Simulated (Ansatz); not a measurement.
# 1T-SrClI monolayer in a perpendicular field

What dipole does a perpendicular field induce in the 1T-SrClI monolayer, and does the gap follow? A positive field points along +c.

Calculated with Ansatz 0.2.0; plane-wave DFT, PBE-D3(BJ), Ansatz PAW.

## Step 1: The starting structure

The cell holds 3 atoms: 1 I, 1 Sr and 1 Cl. Its edges and angles: a = 4.265 Å, b = 4.265 Å, c = 38.357 Å, α = 90.0°, β = 90.0°, γ = 120.0°. Vacuum lies along c.

As a file:

```cif
data_structure
_symmetry_space_group_name_H-M 'P 1'
_symmetry_Int_Tables_number 1
_cell_length_a 4.2652
_cell_length_b 4.2652
_cell_length_c 38.3575
_cell_angle_alpha 90.000
_cell_angle_beta 90.000
_cell_angle_gamma 120.000
_cell_volume 604.31
loop_
_atom_site_label
_atom_site_type_symbol
_atom_site_fract_x
_atom_site_fract_y
_atom_site_fract_z
_atom_site_occupancy
I1 I 0.66667 0.33333 0.45232 1
Sr2 Sr 0.00000 0.00000 0.50812 1
Cl3 Cl 0.33333 0.66667 0.54768 1
```

## Step 2: Relaxation

The starting cell is a guess, so the in-plane lattice and the atoms are relaxed first, with the slab cut off from its images along the normal.

Input file input.yaml:

```yaml
crystal:
  lattice:
    - [4.265215, 0.0, 0.0]
    - [-2.1326075, 3.6937845426, 0.0]
    - [0.0, 0.0, 38.3574781017]
  atoms:
    - { symbol: I, position: [0.6666666667, 0.3333333333, 0.4523237934] }
    - { symbol: Sr, position: [0.0, 0.0, 0.5081164853] }
    - { symbol: Cl, position: [0.3333333333, 0.6666666667, 0.5476762066] }
  periodic: [true, true, false]
kpoints:
  mp_grid: { grid: [12, 12, 1] }
hamiltonian:
  xc: pbe
  dispersion: d3bj
scf:
  occupations: { method: fermi_dirac, width: 0.05 }
  convergence: { dr2_threshold: 1.0e-09 }
relax:
  f_tol: 0.004
  max_steps: 90
  cell: {}
output:
  write_potential: true
  write_density: true
  volumetric_format: npy
```

Run with:

```
$ ansatz run input.yaml --threads 2 --pin off --max-ram 3072MiB --backend cpu --events-out ev --progress --plain --runs-dir out
```

Numbers of over 12 decimals in the logs are rounded to 6 here.

Output:

```text
Warning: relax.cell: scf.convergence.dr2_threshold = 1e-9 eV is looser than the 1.60834876182e-10 eV advised for a relaxation that steers and ends on the stress (1e-10 eV for each atom of the cell: 3, times the square of relax.cell.stress_2d_tol = 0.05 N/m over 13.7 Å (the atoms' height at the walk's start and 5 Å past either face), 3.661e-2 GPa, over a crystal's default 0.05). What an SCF threshold leaves in a stress goes as its square root, and in the free energy as the threshold itself, and one threshold admits the most on a small cell: [figures from the program's tests cut] Set scf.convergence.dr2_threshold to 1.60834876182e-10 eV or tighter. [rest of the remark cut]
Engine: ansatz 0.2.0, x86_64-unknown-linux-gnu
Pseudopotentials: kind: paw
Pseudopotential: I, paw, valence charge 17, recommended cutoff 420 eV (normal), I.paw.azcp
Pseudopotential: Sr, paw, valence charge 10, recommended cutoff 420 eV (normal), Sr.paw.azcp
Pseudopotential: Cl, paw, valence charge 7, recommended cutoff 420 eV (normal), Cl.paw.azcp
Functional definition: PBE
  parameter kappa = 0.804
  parameter beta = 0.066725
  exchange = pbe_x(kappa = kappa, mu = beta*pi^2/3)
  correlation = pbe_c(beta = beta)
Crystal: 3 atoms, lattice volume = 604.314 Å³
Basis set: ecut = 420 eV, 11751 PW (Γ), exchange–correlation on 60×60×540 points (8 copies of the dense FFT grid, shifted against one another)
Bands: 21, of which v1, the nominal top of the filled ones, is band 17 counted from 1 (16 counted from 0)
Symmetry: 6 space group operations
Space group: P3m1 (ITA 156), of the structure as read, at distance tolerance 8.5e-5 Å
k-points: 19 of 144 (time reversal used)
Non-local potential: I, projectors of the file, l = 0: 2, l = 1: 2, l = 2: 2, l = 3: 2
Non-local potential: Sr, projectors of the file, l = 0: 3, l = 1: 2, l = 2: 2
Non-local potential: Cl, projectors of the file, l = 0: 2, l = 1: 2, l = 2: 2
PAW form: soft (Blöchl's): semilocal exchange-correlation on the pseudo side does not see the compensation charge
PAW one-centre angular grid: I, 590 points (default); XC on 64 Gauss nodes
PAW one-centre angular grid: Sr, 110 points (default); XC on 64 Gauss nodes
PAW one-centre angular grid: Cl, 110 points (default); XC on 64 Gauss nodes
Initial density: superposition of atomic densities (neutral atoms: chi_scale 0, normalization atom), corrected by the library's trained network
Initial wavefunctions: pseudopotential atomic-orbital guess
Functional: x = pbe(κ = 0.804, μ = 0.219515), c = pbe(β = 0.066725)
SCF iter   1: F=—  HF=-12143.203488 eV  |F-HF|=—  |Δ(HF+E_count)|=         —  Δρ=3.60e-4  dr2=3.11e-3  ethr=1.77e-3  ⟨swp⟩=22.4  Hψ=4585  notcnv=0
preconditioner: auto → Resta (q_TF=auto, 1.689 Å⁻¹)  ε∞=1.4  [insulator: Δε(μ)=3.550 eV  Ē_g=8.438 eV  σ=0.050 eV  W_gap=1.00  n_scr=20 (ndim 8)  ℏωp=5.7 eV  f_vac=0.805  D(μ)=0.00/eV (n_scr^D=0)  ε∞_Penn≈1.4  vacuum switching on, ρ_ref=5.2e-3 e/Å³]
SCF iter   2: F=—  HF=-12143.205920 eV  |F-HF|=—  |Δ(HF+E_count)|=   2.43e-3  Δρ=2.45e-4  dr2=1.57e-3  ethr=9.16e-6  ⟨swp⟩=4.4  Hψ=1314  notcnv=0
SCF iter   3: F=—  HF=-12143.205820 eV  |F-HF|=—  |Δ(HF+E_count)|=   9.97e-5  Δρ=1.16e-4  dr2=1.42e-4  ethr=4.62e-6  ⟨swp⟩=2.4  Hψ=544  notcnv=0
SCF iter   4: F=—  HF=-12143.206105 eV  |F-HF|=—  |Δ(HF+E_count)|=   2.85e-4  Δρ=3.76e-5  dr2=1.54e-5  ethr=4.18e-7  ⟨swp⟩=3.2  Hψ=698  notcnv=0
SCF iter   5: F=—  HF=-12143.206133 eV  |F-HF|=—  |Δ(HF+E_count)|=   2.85e-5  Δρ=1.25e-5  dr2=1.18e-6  ethr=4.53e-8  ⟨swp⟩=3.5  Hψ=761  notcnv=0
SCF iter   6: F=—  HF=-12143.205937 eV  |F-HF|=—  |Δ(HF+E_count)|=   1.96e-4  Δρ=4.17e-6  dr2=1.77e-7  ethr=3.48e-9  ⟨swp⟩=3.2  Hψ=805  notcnv=0
SCF iter   7: F=—  HF=-12143.205937 eV  |F-HF|=—  |Δ(HF+E_count)|=   1.54e-7  Δρ=1.46e-6  dr2=1.17e-8  ethr=5.20e-10  ⟨swp⟩=3.3  Hψ=786  notcnv=0
SCF iter   8: F=-12143.205937 eV  HF=-12143.205937 eV  |F-HF|=3.75e-9  |Δ(HF+E_count)|=   1.12e-7  Δρ=3.16e-7  dr2=7.86e-10  ethr=2.94e-12  ⟨swp⟩=11.2  Hψ=3689  notcnv=0
SCF 1 converged in 8 iterations: F = -12143.205937 eV  dr2 = 7.86e-10
  greatest PAW one-centre occupation: 0.999 electrons in one spin orbital (limit 2), on the I atom at site 0 (counted from 0), in its partial waves of l = 2
relax step   1: F+E_penalty+E_count = -12143.20593700 eV  Δ(F+E_penalty+E_count) = +0.000e0 eV  max|allowed force component| = 3.212e-1 eV/Å  Δτ_max = 0.0000 Å  P = +1.317 N/m  Ω = 604.314 Å³  fix = [c, alpha, beta]  reactions: c +0.000 N/m  (8 SCF iters, accepted)
Crystal: 3 atoms, lattice volume = 631.870 Å³
Basis set: ecut = 420 eV, 12471 PW (Γ), exchange–correlation on 60×60×540 points (8 copies of the dense FFT grid, shifted against one another)
Initial density: handed on by an earlier stage of this run
Initial wavefunctions: those handed on with the density
iter 1 solved again at ethr=1.21e-4 eV; its pass at ethr=3.10e-3 eV (dr2=4.12e-2 eV) is discarded
SCF iter   1: F=—  HF=-12143.292986 eV  |F-HF|=—  |Δ(HF+E_count)|=         —  Δρ=1.77e-3  dr2=4.06e-2  ethr=1.21e-4  ⟨swp⟩=2.6  Hψ=3803  notcnv=0
preconditioner: auto → Resta (q_TF=auto, 1.676 Å⁻¹)  ε∞=1.4  [insulator: Δε(μ)=3.946 eV  Ē_g=8.489 eV  σ=0.050 eV  W_gap=1.00  n_scr=38 (ndim 8)  ℏωp=5.5 eV  f_vac=0.812  D(μ)=0.00/eV (n_scr^D=0)  ε∞_Penn≈1.4  vacuum switching on, ρ_ref=5.2e-3 e/Å³]
SCF iter   2: F=—  HF=-12143.284892 eV  |F-HF|=—  |Δ(HF+E_count)|=   8.09e-3  Δρ=8.03e-4  dr2=6.33e-3  ethr=1.19e-4  ⟨swp⟩=4.8  Hψ=869  notcnv=0
SCF iter   3: F=—  HF=-12143.284079 eV  |F-HF|=—  |Δ(HF+E_count)|=   8.13e-4  Δρ=4.27e-4  dr2=1.34e-3  ethr=1.86e-5  ⟨swp⟩=3.4  Hψ=793  notcnv=0
SCF iter   4: F=—  HF=-12143.284054 eV  |F-HF|=—  |Δ(HF+E_count)|=   2.53e-5  Δρ=2.00e-4  dr2=4.52e-4  ethr=3.95e-6  ⟨swp⟩=2.9  Hψ=663  notcnv=0
SCF iter   5: F=—  HF=-12143.283996 eV  |F-HF|=—  |Δ(HF+E_count)|=   5.74e-5  Δρ=5.45e-5  dr2=2.35e-5  ethr=1.33e-6  ⟨swp⟩=2.4  Hψ=494  notcnv=0
SCF iter   6: F=—  HF=-12143.283990 eV  |F-HF|=—  |Δ(HF+E_count)|=   5.68e-6  Δρ=1.50e-5  dr2=1.11e-6  ethr=6.90e-8  ⟨swp⟩=3.4  Hψ=801  notcnv=0
SCF iter   7: F=—  HF=-12143.283797 eV  |F-HF|=—  |Δ(HF+E_count)|=   1.93e-4  Δρ=3.62e-6  dr2=4.91e-8  ethr=3.26e-9  ⟨swp⟩=2.4  Hψ=686  notcnv=0
SCF iter   8: F=—  HF=-12143.283797 eV  |F-HF|=—  |Δ(HF+E_count)|=   7.18e-8  Δρ=8.43e-7  dr2=2.74e-9  ethr=1.44e-10  ⟨swp⟩=2.7  Hψ=792  notcnv=0
SCF iter   9: F=-12143.283797 eV  HF=-12143.283797 eV  |F-HF|=5.09e-10  |Δ(HF+E_count)|=   4.82e-9  Δρ=2.10e-7  dr2=2.51e-10  ethr=2.94e-12  ⟨swp⟩=12.1  Hψ=3135  notcnv=0
SCF 2 converged in 9 iterations: F = -12143.283797 eV  dr2 = 2.51e-10
[...]
SCF iter   8: F=-12143.317511 eV  HF=-12143.317511 eV  |F-HF|=1.89e-9  |Δ(HF+E_count)|=  1.42e-10  Δρ=3.40e-7  dr2=8.11e-10  ethr=2.94e-12  ⟨swp⟩=11.7  Hψ=3728  notcnv=0
SCF 3 converged in 8 iterations: F = -12143.317511 eV  dr2 = 8.11e-10
relax step   3: F+E_penalty+E_count = -12143.31751065 eV  Δ(F+E_penalty+E_count) = -3.371e-2 eV  max|allowed force component| = 1.393e-1 eV/Å  Δτ_max = 0.0553 Å  P = +0.660 N/m  Ω = 659.812 Å³  energy of the carried Pulay correction = -4.227e-4 eV  fix = [c, alpha, beta]  reactions: c +0.000 N/m  (8 SCF iters, accepted)
[...]
relax step   4: F+E_penalty+E_count = -12143.32889695 eV  Δ(F+E_penalty+E_count) = -1.139e-2 eV  max|allowed force component| = 4.555e-2 eV/Å  Δτ_max = 0.0336 Å  P = +0.129 N/m  Ω = 682.532 Å³  energy of the carried Pulay correction = -5.853e-4 eV  fix = [c, alpha, beta]  reactions: c +0.000 N/m  (8 SCF iters, accepted)
[...]
relax step   5: F+E_penalty+E_count = -12143.32925114 eV  Δ(F+E_penalty+E_count) = -3.542e-4 eV  max|allowed force component| = 4.667e-2 eV/Å  Δτ_max = 0.0115 Å  P = -0.020 N/m  Ω = 685.388 Å³  energy of the carried Pulay correction = -6.053e-4 eV  fix = [c, alpha, beta]  reactions: c -0.000 N/m  (7 SCF iters, accepted)
[...]
relax step   6: F+E_penalty+E_count = -12143.32944687 eV  Δ(F+E_penalty+E_count) = -1.957e-4 eV  max|allowed force component| = 6.467e-3 eV/Å  Δτ_max = 0.0059 Å  P = -0.003 N/m  Ω = 684.873 Å³  energy of the carried Pulay correction = -6.017e-4 eV  fix = [c, alpha, beta]  reactions: c -0.000 N/m  (7 SCF iters, accepted)
[...]
relax step   7: F+E_penalty+E_count = -12143.32945079 eV  Δ(F+E_penalty+E_count) = -3.917e-6 eV  max|allowed force component| = 1.421e-4 eV/Å  Δτ_max = 0.0007 Å  P = -0.000 N/m  Ω = 684.864 Å³  energy of the carried Pulay correction = -6.016e-4 eV  fix = [c, alpha, beta]  reactions: c -0.000 N/m  (5 SCF iters, accepted)
Basis set: ecut = 420 eV, 13443 PW (Γ), exchange–correlation on 64×64×540 points (8 copies of the dense FFT grid, shifted against one another)
Initial wavefunctions: pseudopotential atomic-orbital guess (no wavefunctions were taken with the density)
iter 1 solved again at ethr=1.30e-5 eV; its pass at ethr=3.10e-3 eV (dr2=4.43e-3 eV) is discarded
SCF iter   1: F=—  HF=-12143.302264 eV  |F-HF|=—  |Δ(HF+E_count)|=         —  Δρ=3.73e-4  dr2=4.08e-5  ethr=1.30e-5  ⟨swp⟩=3.8  Hψ=5591  notcnv=0
eigensolver tolerance schedule: the retry pair's looser diagonalisation over-reported the residual by 107.66 of it (diagonalisation noise at 0.83 of the residual, at the tolerance the schedule requests for it); recorded, not acted on — ethr = c·dr2/N_el stays at c = 1.0e-1
preconditioner: auto → Resta (q_TF=auto, 1.654 Å⁻¹)  ε∞=1.4  [insulator: Δε(μ)=4.376 eV  Ē_g=8.413 eV  σ=0.050 eV  W_gap=1.00  n_scr=50 (ndim 8)  ℏωp=5.3 eV  f_vac=0.815  D(μ)=0.00/eV (n_scr^D=0)  ε∞_Penn≈1.4  vacuum switching on, ρ_ref=5.1e-3 e/Å³]
SCF iter   2: F=—  HF=-12143.320429 eV  |F-HF|=—  |Δ(HF+E_count)|=   1.82e-2  Δρ=1.87e-4  dr2=1.59e-5  ethr=1.20e-7  ⟨swp⟩=4.5  Hψ=1045  notcnv=0
SCF iter   3: F=—  HF=-12143.326625 eV  |F-HF|=—  |Δ(HF+E_count)|=   6.20e-3  Δρ=1.00e-4  dr2=3.49e-6  ethr=4.69e-8  ⟨swp⟩=3.1  Hψ=651  notcnv=0
SCF iter   4: F=—  HF=-12143.329413 eV  |F-HF|=—  |Δ(HF+E_count)|=   2.79e-3  Δρ=4.07e-5  dr2=1.04e-6  ethr=1.03e-8  ⟨swp⟩=3.7  Hψ=800  notcnv=0
SCF iter   5: F=—  HF=-12143.330116 eV  |F-HF|=—  |Δ(HF+E_count)|=   7.02e-4  Δρ=5.03e-6  dr2=1.63e-7  ethr=3.05e-9  ⟨swp⟩=2.7  Hψ=644  notcnv=0
SCF iter   6: F=—  HF=-12143.330133 eV  |F-HF|=—  |Δ(HF+E_count)|=   1.68e-5  Δρ=8.33e-7  dr2=4.59e-9  ethr=4.79e-10  ⟨swp⟩=3.2  Hψ=671  notcnv=0
SCF iter   7: F=-12143.330133 eV  HF=-12143.330133 eV  |F-HF|=8.22e-8  |Δ(HF+E_count)|=   7.51e-7  Δρ=2.42e-7  dr2=3.17e-10  ethr=2.94e-12  ⟨swp⟩=20.1  Hψ=3915  notcnv=0
SCF 8 converged in 7 iterations: F = -12143.330133 eV  dr2 = 3.17e-10
relax step   8: F+E_penalty+E_count = -12143.33013343 eV  Δ(F+E_penalty+E_count) = -6.826e-4 eV  max|allowed force component| = 1.568e-4 eV/Å  Δτ_max = 0.0000 Å  P = +0.005 N/m  Ω = 684.864 Å³  fix = [c, alpha, beta]  reactions: c +0.000 N/m  stress off target by 4.53e-3 N/m on what of the cell is left free  SCF on the basis re-selected at this cell (its energy is not comparable with the rows above)  (7 SCF iters)
basis re-selected at this cell: Δ(F+E_penalty+E_count) = -6.826e-4 eV, ΔP = +0.005 N/m vs the last step (what re-selecting the basis moved, of the pressure what is left beyond the Pulay correction that the steps carried, after the strain that the cell walked since its last selection, with what the two solves' SCF thresholds leave and, on support functions, any second-order correction that the steps lacked; it is no measure of the basis error at this ecutwfc). The dense FFT grid was sized anew with the basis: this SCF ran on 32×32×270 points, the steps before it on 30×30×270, so part of this shift can come from that change (see relax.cell in the input reference). [rest of the remark cut]
WARN: The output density's exchange-correlation potential varies sharply where the density is thin. Do not read a vacuum level from v_tot or v_xc, or from such a field of the output density. On a cell that repeats whose density bears no net charge and no dipole along the vacuum's axis use v_es (v_loc + v_h of the components); under efield.dipole_correction with no amplitude use v_es + v_field, which holds any externa [...]
SCF converged after 7 iterations
Free energy (F): -12143.330133 eV
Harris-Foulkes:  -12143.330133 eV  (|F-HF|=8.22e-8)
Internal energy: -12143.330133 eV  (E = F + TS)
E sigma→0 (E₀):  -12143.330133 eV
Fermi energy:    -4.392369 eV
--- Per-component energies (eV) ---
  E_band       = -881.471517
  E_kinetic    = 595.050327
  E_local      = -49697.963575  (includes V_loc(G=0)·N_el)
  E_nonlocal   = 140.143677
  E_hartree    = 24474.906174
  E_xc         = -408.993572
  E_vxc        = -413.205047  (∫ρ·V_xc dr)
  E_paw        = -8170.908457  (= ΣΔE_a)
  E_vpaw       = -455.310445  (= ΣTr[D̂ρ^β])
  E_aug_tail   = 0.000077  (compensation charges beyond the density's cutoff)
  E_ewald      = 20924.912385
  E_disp       = -0.477170  (pairwise vdW)
  E_smearing   = -0.000000  (= −TS)
  E_closure    = -0.000000  (closes the sum)
  Σ components = -12143.330133   (vs F -12143.330133, Δ=0.00e0)
--- Forces (eV/Å), atoms counted from 1 ---
  atom   1  I      0.00000000     0.00000000     0.00015593
  atom   2  Sr    -0.00000000    -0.00000000    -0.00001618
  atom   3  Cl    -0.00000000    -0.00000000    -0.00014247
  max |Σ_I F_I| component: 2.72e-6 eV/Å
--- 2D stress c σ (N/m, compression-positive) ---
        0.004534       0.000000      -0.000000
        0.000000       0.004534      -0.000000
       -0.000000      -0.000000       0.000000
  P = ½ c Tr σ = 0.0045 N/m
--- Band table (eV; the first three rows and the last of 19) ---
  k-point 0: bands = [... 13 lower, -8.8453, -7.2984, -6.5966, -6.5966, -2.2026 (-2.2026°), -1.2814, -1.2814, -1.1783]
  k-point 1: bands = [... 13 lower, -8.8404, -7.2781, -6.7213, -6.6252, -2.0729 (-2.0729°), -1.4274 (-1.4274°), -1.1991, -1.0146]
  k-point 2: bands = [... 13 lower, -8.8277, -7.2620, -6.9948, -6.6995, -1.8449 (-1.8449°), -1.5297 (-1.5297°), -0.9723, -0.8420]
  k-point 18: bands = [... 13 lower, -8.6352, -7.6156, -7.5042, -7.2197, -1.3163, -1.0281, -0.6293, 0.2243]
  ° read free of the cell's end (the report's vacuum.weakly_bound_levels)
--- Relaxed structure (7 steps of the walk, 7 accepted, 1 SCFs on fresh bases) ---
  F+E_penalty+E_count = -12143.33013343 eV   max|allowed force component| = 1.568e-4 eV/Å   (the final SCF, on the basis selected at the relaxed cell)
  cell:  # Å, volume = 684.8644 Å³
    - [4.540587, 0, 0]
    - [-2.270293, 3.932263, 0]
    - [0, 0, 38.3574781017]
  atoms:
    - { symbol: I, position: [0.666667, 0.333333, 0.457621] }
    - { symbol: Sr, position: [0, 0, 0.508106] }
    - { symbol: Cl, position: [0.333333, 0.666667, 0.542389] }
```

The job ended after 2.6 min (2 threads of Intel Xeon at 2.70GHz, shared host; peak memory 0.89 GiB).

Step by step:

```csv
step,energy less that of the first step (eV),largest force component (eV/Å),volume (Å³)
1,0.0000,0.3212,604.31
2,-0.0779,0.0828,631.87
3,-0.1116,0.1393,659.81
4,-0.1230,0.0456,682.53
5,-0.1233,0.0467,685.39
6,-0.1235,0.0065,684.87
7,-0.1235,0.0001,684.86
8*,-0.1242,0.0002,684.86
```

Relaxation steps marked * repeat the geometry before them on a plane-wave basis chosen anew for their cell, so energy and pressure can jump there.

Forces are held to the 6 operations that the run works with; a distortion that breaks them can't arise in this run.

```csv
cell as run,before,after,change
a (Å),4.265,4.541,+6.5 %
b (Å),4.265,4.541,+6.5 %
```

The atoms that moved most (Å, along periodic axes as changes of fractional coordinates times the final cell, across vacuum about the mean position):

```csv
atom,dx,dy,dz,length
I1,0.000,0.000,0.203,0.203
Cl3,0.000,0.000,-0.203,0.203
```

Final coordinates:

```
I Sr Cl
1.0
     4.54059    0.00000    0.00000
    -2.27029    3.93226    0.00000
     0.00000    0.00000   38.35748
I Sr Cl
1 1 1
Direct
  0.66667 0.33333 0.45762
  0.00000 0.00000 0.50811
  0.33333 0.66667 0.54239
```

This step gave:

```
gap on the k-mesh : 4.394 eV
```

The lattice constant a goes from 4.265 to 4.541 Å.

(Part 1 of 2 ends here.)

[Logs are printed without paths, hosts, clocks, repeated set-up lines and the standing remarks that a program may print on its own settings, such as how far it seeks lower states.]

[Hosts, paths, dates, database ids (printed as entryN), source tags and the programs' standing remarks are cut or masked in the printed files.]

[Maps of the electrostatic potential energy from Ansatz leave out the sawtooth potential of an applied field or a dipole correction, so their vacuum need not be flat; planar profiles and work functions include it.]
